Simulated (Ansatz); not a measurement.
Two G0W0 runs on Ge2As4W (MoSi2N4-type monolayer).

The cell holds 7 atoms: 1 W, 4 As and 2 Ge. Its edges and angles: a = 3.610 Å, b = 3.610 Å, c = 43.200 Å, α = 90.0°, β = 90.0°, γ = 120.0°. Vacuum lies along c.

```xyz
7
Lattice="3.6099 0.0000 0.0000 -1.8049 3.1262 0.0000 0.0000 0.0000 43.2000" Properties=species:S:1:pos:R:3
W     0.0000    0.0000   21.6000
As    0.0000    2.0842   23.0502
As    0.0000    2.0842   20.1498
Ge    0.0000    2.0842   25.4418
Ge    0.0000    2.0842   17.7582
As    1.8049    1.0421   26.6012
As    1.8049    1.0421   16.5988
```

The structure was relaxed with LDA. The runs that relaxed it are not among those shown. Spin-orbit coupling is left out unless a run names it.

The first (Ansatz 0.2.0; start LDA, 3×3×1 mesh, 269 empty bands, screening to 39 eV, PAW set soft_1 files; 8 threads of Arm Neoverse V2, shared host) gave, on its mesh: starting gap 0.39 eV, G0W0 gap 0.21 eV, mean of 1 + 4πα/V (set by the cell height) 27.41, 33 s.

The second changes mesh from 3×3×1 to 6×6×1. What does it give?

It gave: starting gap 0.45 eV, G0W0 gap 0.79 eV, mean of 1 + 4πα/V (set by the cell height) 8.39, 2.1 min. The G0W0 gap moves by +0.59 eV, +0.06 eV from the start and +0.53 eV from the correction. Σc changes by −0.85 eV at the valence top and +1.18 eV at the conduction bottom, and Σx − Vxc between them by −1.51 eV.

Limits: not at the basis limit; coarse mesh for a sheet; no spin-orbit coupling.

[Paths, hosts, dates, memory and timing lines, banners, echoed tables and standing remarks are left out of the program output.]

[Logs are printed without paths, hosts, clocks, repeated set-up lines and the standing remarks that a program may print on its own settings, such as how far it seeks lower states.]

[Runs of the session that timed out or met a known fault of the program may be left out.]

[Cells called generated may have been cut or substituted from an entry of the Crystallography Open Database or the Materials Project.]

[Hosts, paths, dates, database ids (printed as entryN), source tags and the programs' standing remarks are cut or masked in the printed files.]
